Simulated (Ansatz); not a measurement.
# PbSe (Clausthalite, Fm-3m): lattice thermal conductivity, part 2 of 2

How well does the lattice of PbSe (Clausthalite) conduct heat?

Measurements to reproduce:
- thermal conductivity 2 W/m/K near room temperature (given in “Combining the AFLOW GIBBS and Elastic Libraries to efficiently and robustly screen thermo-mechanical properties of solids”, 2017, arXiv:1611.05714)
- thermal conductivity 2 W/m/K near room temperature (given in “Predicting the lattice thermal conductivity of solids by solving the Boltzmann transport equation: AFLOW - AAPL an automated, accurate and efficient framework”, 2017, arXiv:1611.05481)

Ansatz 0.2.0; DFT LDA, scalar-relativistic, plane waves, PAW (the session's first sound run).

So far. Step 2 (Probe on a coarse mesh): The start is under -2.2 GPa at this level and looks like an insulator or semiconductor on this mesh. Step 4 (Relaxing to small residual forces and stress): The residual pressure is -1.6e-4 GPa, small enough for phonons. The relaxed cell has a = 6.042 Å (conventional setting).

## Step 5: A new level, relaxed again

The functional, the potentials or the cutoff change, so the crystal is relaxed again at the new setting.

This step: DFT LDA, spin-orbit coupling, plane waves, PAW (Ansatz 0.2.0).

The input, input.yaml:

```yaml
crystal:
  lattice:
    - [0.0, 3.020967111, 3.020967111]
    - [3.020967111, 0.0, 3.020967111]
    - [3.020967111, 3.020967111, 0.0]
  atoms:
    - { symbol: Pb, position: [0.0, 0.0, 0.0] }
    - { symbol: Se, position: [0.5, 0.5, 0.5] }
kpoints:
  mp_grid: { grid: [10, 10, 10] }
hamiltonian:
  xc: lda
  pseudopotentials: { kind: paw_fr }
scf:
  occupations: { method: gaussian, width: 0.01 }
output:
  forces: true
  stress: true
  eigenvalues: true
magnetization:
  noncollinear: true
  spin_orbit: true
relax:
  adjacent_minimum: "off"
  f_tol: 0.001
  max_steps: 60
  cell: { stress_tol: 0.01 }
```

Command:

```console
$ ansatz run input.yaml --threads 4 --pin off --max-ram 16384MiB --backend cpu --events-out ev --progress --plain --runs-dir out
```

Numbers of over 12 decimals in the logs are rounded to 6 here.

The log of the run:

```text
[...]
non-collinear run that drives no moment, with spin-orbit: no starting moment large enough to seed its density (crystal.atoms[].spin), no starting occupations that ask for one, no magnetisation constraint and no magnetic field, so the semilocal B_xc is pinned to zero
Crystal: 2 atoms, lattice volume = 55.140 Å³
Basis set: ecut = 420 eV, 1067 PW (Γ)
Bands: 38, of which v1, the nominal top of the filled ones, is band 30 counted from 1 (29 counted from 0)
Symmetry: 48 space group operations + 48 with time reversal
[...]
k-points: 47 of 1000
Projection manifold: j_resolved (fully-relativistic pseudo-atomic orbitals)
[...]
SCF iter   1: F=—  HF=-17023.586082 eV  |F-HF|=—  |Δ(HF+E_count)|=         —  Δρ=1.81e-2  dr2=2.46e-1  dr2_m=0.00e0 (ungated)  ethr=3.10e-3  |M|=0.00e0 ∫|m|=0.00e0 μB  |m|>n=0.0e0 m-floor=0.0e0 τ_xc=0.0e0  β_m=0.30  ⟨swp⟩=9.9  Hψ=4680  notcnv=0
[...]
SCF iter   7: F=-17023.516895 eV  HF=-17023.516895 eV  |F-HF|=8.73e-10  |Δ(HF+E_count)|=   2.93e-8  Δρ=1.74e-6  dr2=1.59e-9  dr2_m=0.00e0 (ungated)  ethr=3.33e-10  |M|=0.00e0 ∫|m|=0.00e0 μB  |m|>n=0.0e0 m-floor=0.0e0 τ_xc=0.0e0  ⟨swp⟩=4.3  Hψ=2917  notcnv=0
SCF 1 converged in 7 iterations: F = -17023.516895 eV  dr2 = 1.59e-9
[...]
relax step   1: F+E_penalty+E_count = -17023.51689510 eV  Δ(F+E_penalty+E_count) = +0.000e0 eV  max|allowed force component| = 1.023e-30 eV/Å  Δτ_max = 0.0000 Å  P = -0.487 GPa  Ω = 55.140 Å³  (7 SCF iters, dr2 threshold 1.00e-7 eV, accepted)
Crystal: 2 atoms, lattice volume = 54.393 Å³
Projection manifold: j_resolved (fully-relativistic pseudo-atomic orbitals)
[...]
SCF iter   4: F=-17023.517482 eV  HF=-17023.517482 eV  |F-HF|=1.66e-9  |Δ(HF+E_count)|=   5.06e-7  Δρ=1.26e-5  dr2=3.84e-8  dr2_m=0.00e0 (ungated)  ethr=6.67e-10  |M|=0.00e0 ∫|m|=0.00e0 μB  |m|>n=0.0e0 m-floor=0.0e0 τ_xc=0.0e0  ⟨swp⟩=4.2  Hψ=4169  notcnv=0
SCF 2 converged in 4 iterations: F = -17023.517482 eV  dr2 = 3.84e-8
relax step   2: F+E_penalty+E_count = -17023.51748203 eV  Δ(F+E_penalty+E_count) = -5.869e-4 eV  max|allowed force component| = 1.381e-30 eV/Å  Δτ_max = 0.0000 Å  P = +0.294 GPa  Ω = 54.393 Å³  energy of the carried Pulay correction = +1.142e-4 eV  (4 SCF iters, dr2 threshold 2.00e-7 eV, accepted)
Crystal: 2 atoms, lattice volume = 54.672 Å³
Projection manifold: j_resolved (fully-relativistic pseudo-atomic orbitals)
[...]
SCF iter   4: F=-17023.517690 eV  HF=-17023.517690 eV  |F-HF|=4.11e-10  |Δ(HF+E_count)|=   6.76e-8  Δρ=4.83e-6  dr2=5.59e-9  dr2_m=0.00e0 (ungated)  ethr=6.67e-10  |M|=0.00e0 ∫|m|=0.00e0 μB  |m|>n=0.0e0 m-floor=0.0e0 τ_xc=0.0e0  ⟨swp⟩=5.2  Hψ=3340  notcnv=0
SCF 3 converged in 4 iterations: F = -17023.517690 eV  dr2 = 5.59e-9
relax step   3: F+E_penalty+E_count = -17023.51768971 eV  Δ(F+E_penalty+E_count) = -2.077e-4 eV  max|allowed force component| = 7.889e-30 eV/Å  Δτ_max = 0.0000 Å  P = -0.005 GPa  Ω = 54.672 Å³  energy of the carried Pulay correction = +7.123e-5 eV  (4 SCF iters, dr2 threshold 2.00e-7 eV, accepted)
Projection manifold: j_resolved (fully-relativistic pseudo-atomic orbitals)
[...]
SCF iter   6: F=-17023.517614 eV  HF=-17023.517614 eV  |F-HF|=0.00e0  |Δ(HF+E_count)|=  7.28e-12  Δρ=2.37e-8  dr2=1.63e-13  dr2_m=0.00e0 (ungated)  ethr=1.00e-12  |M|=0.00e0 ∫|m|=0.00e0 μB  |m|>n=0.0e0 m-floor=0.0e0 τ_xc=0.0e0  ⟨swp⟩=4.9  Hψ=3312  notcnv=0
SCF 4 converged in 6 iterations: F = -17023.517614 eV  dr2 = 1.63e-13
relax step   4: F+E_penalty+E_count = -17023.51761402 eV  Δ(F+E_penalty+E_count) = +7.570e-5 eV  max|allowed force component| = 1.966e-30 eV/Å  Δτ_max = 0.0000 Å  P = -0.005 GPa  Ω = 54.672 Å³  stress off target by 4.93e-3 GPa  SCF on the basis re-selected at this cell (its energy is not comparable with the rows above)  (6 SCF iters)
[...]
SCF converged after 6 iterations
Magnetization: |M| = 0.0000 μB,  M = (+0.0000, +0.0000, +0.0000) μB
Absolute magnetization: 0.0000 μB (∫|m|)
  site 0: m = (+0.0000, +0.0000, +0.0000) μB, |m| = 0.0000 μB  (R = 1.24 Å)
  site 1: m = (+0.0000, +0.0000, +0.0000) μB, |m| = 0.0000 μB  (R = 1.24 Å)
Free energy (F): -17023.517614 eV
[...]
Internal energy: -17023.517614 eV  (E = F + TS)
E sigma→0 (E₀):  -17023.517614 eV
Fermi energy:    9.262600 eV
[...]
--- Stress (GPa, compression-positive) ---
       -0.004929      -0.000000      -0.000000
       -0.000000      -0.004929       0.000000
       -0.000000       0.000000      -0.004929
  P = ⅓ Tr σ = -0.0049 GPa (-0.049 kbar)
--- Band table (eV; the first three rows and the last of 47) ---
  k-point 0: bands = [... 26 lower, 7.5374, 7.5374, 7.5374, 7.5374, 12.4688, 12.4688, 14.8905, 14.8905, ... 4 higher]
  k-point 1: bands = [... 26 lower, 7.5605, 7.5605, 7.6981, 7.6981, 12.0762, 12.0762, 14.0113, 14.0113, ... 4 higher]
  k-point 2: bands = [... 26 lower, 7.6302, 7.6302, 8.0978, 8.0978, 11.2369, 11.2369, 12.7515, 12.7515, ... 4 higher]
  k-point 46: bands = [... 26 lower, 5.0897, 5.0897, 8.1380, 8.1380, 11.4643, 11.4643, 13.9558, 13.9558, ... 4 higher]
--- Relaxed structure (3 steps of the walk, 3 accepted, 1 SCFs on fresh bases) ---
[...]
cell:  # Å, volume = 54.6721 Å³
    - [0, 3.012396, 3.012396]
    - [3.012396, 0, 3.012396]
    - [3.012396, 3.012396, 0]
  atoms:
    - { symbol: Pb, position: [0, 0, 0] }
    - { symbol: Se, position: [0.5, 0.5, 0.5] }
```

It took 18 s on 4 threads of Arm Neoverse V1, shared host; peak memory 0.64 GiB.

Step by step:

| step | energy less that of the first step (eV) | largest force component (eV/Å) | pressure (GPa) | volume (Å³) |
| --- | --- | --- | --- | --- |
| 1 | 0.0000 | 0.0000 | -0.49 | 55.14 |
| 2 | -0.0006 | 0.0000 | 0.29 | 54.39 |
| 3 | -0.0008 | 0.0000 | 0.00 | 54.67 |
| 4* | -0.0007 | 0.0000 | 0.00 | 54.67 |

Relaxation steps marked * repeat the geometry before them on a plane-wave basis chosen anew for their cell, so energy and pressure can jump there.

Forces are held to the 48 operations that the run works with; a distortion that breaks them can't arise in this run.

| conventional cell, symmetrised | before | after | change |
| --- | --- | --- | --- |
| a (Å) | 6.042 | 6.025 | -0.3 % |
| b (Å) | 6.042 | 6.025 | -0.3 % |
| c (Å) | 6.042 | 6.025 | -0.3 % |
| volume (Å³/atom) | 27.57 | 27.34 | -0.8 % |

The relaxed structure:

```
Pb Se
1.0
     0.00000    3.01240    3.01240
     3.01240    0.00000    3.01240
     3.01240    3.01240    0.00000
Pb Se
1 1
Direct
  0.00000 0.00000 0.00000
  0.50000 0.50000 0.50000
```

Numbers from this step:

```
pressure          : -0.004929 GPa
gap on the k-mesh : 0.4670 eV
volume per atom   : 27.34 Å³
```

The residual pressure is -0.0049 GPa, small enough for phonons.

## Step 6: A first try at the third-order batch

This batch did not finish: the script that drives the runs cut it off, as soon as it could not fit the time left for it.

The input, input.yaml:

```yaml
crystal:
  lattice:
    - [0.0, 3.0123957263, 3.0123957263]
    - [3.0123957263, 0.0, 3.0123957263]
    - [3.0123957263, 3.0123957263, 0.0]
  atoms:
    - { symbol: Pb, position: [0.0, 0.0, 0.0] }
    - { symbol: Se, position: [0.5, 0.5, 0.5] }
kpoints:
  mp_grid: { grid: [8, 8, 8] }
hamiltonian:
  xc: lda
  pseudopotentials: { kind: paw_fr }
scf:
  occupations: { method: fixed }
output:
  eigenvalues: true
magnetization:
  noncollinear: true
  spin_orbit: true
phonons:
  method: fd
  dielectric: true
  qmesh: [4, 4, 4]
  temperatures: { t_max: 1000, t_step: 50 }
  qpath:
    path:
      - [[0.0, 0.0, 0.0], [0.5, 0.0, 0.5], [0.625, 0.25, 0.625]]
      - [[0.375, 0.375, 0.75], [0.0, 0.0, 0.0], [0.5, 0.5, 0.5], [0.5, 0.25, 0.75], [0.5, 0.0, 0.5]]
    npoints: 10
  third_order: { supercell: [2, 2, 2], pair_cutoff: 3.162 }
  lattice_thermal_conductivity:
    qmesh: [17, 17, 17]
    temperatures: [100.0, 150.0, 200.0, 300.0, 400.0, 500.0, 600.0, 800.0]
    isotope_mass_variance:
      - { species: Pb, variance: 1.944e-05 }
      - { species: Se, variance: 0.0004628 }
```

The log of the run:

```text
Warning: phonons.dielectric: true without phonons.rigid_motions: the static dielectric tensor ε⁰ will be withheld (ε∞, Z* and the rows of modes are given); for a crystal or a slab, whose only rigid motions are the translations, set phonons.rigid_motions: translations
Engine: ansatz 0.2.0, aarch64-unknown-linux-gnu
Pseudopotentials: kind: paw_fr
Pseudopotential: Pb, paw_fr, valence charge 14, recommended cutoff 420 eV (normal), Pb.paw.azcp#standard-fr
Pseudopotential: Se, paw_fr, valence charge 16, recommended cutoff 420 eV (normal), Se.paw.azcp#standard-fr
Functional definition: SPW92
  exchange = slater_x
  correlation = pw_c
non-collinear run that drives no moment, with spin-orbit: no starting moment large enough to seed its density (crystal.atoms[].spin), no starting occupations that ask for one, no magnetisation constraint and no magnetic field, so the semilocal B_xc is pinned to zero
Crystal: 8 atoms, lattice volume = 218.689 Å³
Basis set: ecut = 420 eV, 4287 PW (Γ), FFT grids on a1, a2, −a1+2a2+a3
Bands: 144, of which v1, the nominal top of the filled ones, is band 120 counted from 1 (119 counted from 0)
Symmetry: 16 space group operations + 16 with time reversal
k-points: 42 of 128
Projection manifold: j_resolved (fully-relativistic pseudo-atomic orbitals)
Non-local potential: Pb, projectors of the file, l = 0: 2, l = 1: 4, l = 2: 4, l = 3: 4
Non-local potential: Se, projectors of the file, l = 0: 2, l = 1: 4, l = 2: 6, l = 3: 2
PAW form: soft (Blöchl's): semilocal exchange-correlation on the pseudo side does not see the compensation charge
PAW frozen core: Pb, regenerated for the run's functional, and the local potential with it (the file was generated under x = pbe(κ = 0.804, μ = 0.219515), c = pbe(β = 0.066725))
PAW frozen core: Se, regenerated for the run's functional, and the local potential with it (the file was generated under x = pbe(κ = 0.804, μ = 0.219515), c = pbe(β = 0.066725))
PAW one-centre angular grid: Pb, 590 points (default); XC on 64 Gauss nodes
PAW one-centre angular grid: Se, 590 points (default); XC on 64 Gauss nodes
Initial density: handed on by an earlier stage of this run
Initial wavefunctions: those handed on with the density
Functional: x = slater, c = lda
SCF iter   1: F=—  HF=-68094.081105 eV  |F-HF|=—  |Δ(HF+E_count)|=         —  Δρ=3.77e-8  dr2=2.51e-12  dr2_m=0.00e0 (ungated)  ethr=1.00e-12  |M|=0.00e0 ∫|m|=0.00e0 μB  |m|>n=0.0e0 m-floor=0.0e0 τ_xc=0.0e0  β_m=0.30  ⟨swp⟩=3.0  Hψ=7596  notcnv=0
preconditioner: auto → Resta (q_TF=auto, 2.469 Å⁻¹)  ε∞=3.4  [insulator: Δε(μ)=0.471 eV  Ē_g=14.387 eV  n_scr=54 (ndim 8)  ℏωp=22.5 eV  f_vac=0.015  ε∞_Penn≈3.4]
spin=Noncollinear: Resta preconditioning applied to the charge; magnetization (m_x, m_y, m_z) channels mix plain (no charge-response kernel on spin).
[...]
spin=Noncollinear: Resta preconditioning applied to the charge; magnetization (m_x, m_y, m_z) channels mix plain (no charge-response kernel on spin).
[...]
SCF 8 converged in 6 iterations: F = -68094.081095 eV  dr2 = 2.87e-11
[...]
spin=Noncollinear: Resta preconditioning applied to the charge; magnetization (m_x, m_y, m_z) channels mix plain (no charge-response kernel on spin).
[...]
Symmetry: 32 space group operations + 32 with time reversal
k-points: 38 of 128
[...]
spin=Noncollinear: Resta preconditioning applied to the charge; magnetization (m_x, m_y, m_z) channels mix plain (no charge-response kernel on spin).
[...]
Symmetry: 64 space group operations + 64 with time reversal
k-points: 24 of 128
[...]
Symmetry: 8 space group operations + 8 with time reversal
k-points: 24 of 128 (time reversal used)
[...]
Symmetry: 4 space group operations + 4 with time reversal
k-points: 34 of 128 (time reversal used)
[...]
k-points: 21 of 128
[...]
k-points: 21 of 128 (time reversal used)
[...]
k-points: 32 of 128 (time reversal used)
[...]
k-points: 20 of 128
[...]
Symmetry: 6 space group operations + 6 with time reversal
k-points: 20 of 128 (time reversal used)
[...]
Bands: 288, of which v1, the nominal top of the filled ones, is band 240 counted from 1 (239 counted from 0)
Symmetry: 96 space group operations + 96 with time reversal
k-points: 13 of 64
[...]
spin=Noncollinear: Resta preconditioning applied to the charge; magnetization (m_x, m_y, m_z) channels mix plain (no charge-response kernel on spin).
[...]
SCF 28 converged in 9 iterations: F = -136188.162211 eV  dr2 = 9.82e-11
[...]
k-points: 13 of 64 (time reversal used)
Projection manifold: j_resolved (fully-relativistic pseudo-atomic orbitals)
[...]
spin=Noncollinear: Resta preconditioning applied to the charge; magnetization (m_x, m_y, m_z) channels mix plain (no charge-response kernel on spin).
[...]
SCF 29 converged in 7 iterations: F = -136188.160969 eV  dr2 = 2.63e-10
k-points: 24 of 64 (time reversal used)
Projection manifold: j_resolved (fully-relativistic pseudo-atomic orbitals)
[...]
spin=Noncollinear: Resta preconditioning applied to the charge; magnetization (m_x, m_y, m_z) channels mix plain (no charge-response kernel on spin).
[...]
SCF 30 converged in 7 iterations: F = -136188.158283 eV  dr2 = 5.90e-10
[...]
Projection manifold: j_resolved (fully-relativistic pseudo-atomic orbitals)
[...]
spin=Noncollinear: Resta preconditioning applied to the charge; magnetization (m_x, m_y, m_z) channels mix plain (no charge-response kernel on spin).
[...]
SCF 31 converged in 7 iterations: F = -136188.161162 eV  dr2 = 1.57e-10
k-points: 36 of 64 (time reversal used)
Projection manifold: j_resolved (fully-relativistic pseudo-atomic orbitals)
```

Elapsed: 82 min, on 4 threads.

The run was cut off at its time limit.

## Step 7: Summary of results

```yaml
conductivity: not obtained on sound settings
```

No conductivity was obtained: the third-order run did not finish in the time allowed.

[Logs are printed without paths, hosts, clocks, repeated set-up lines and the standing remarks that a program may print on its own settings, such as how far it seeks lower states.]

[Hosts, paths, dates, database ids (printed as entryN), source tags and the programs' standing remarks are cut or masked in the printed files.]

[A step with changed settings may run another functional than the one named; its input shows which.]
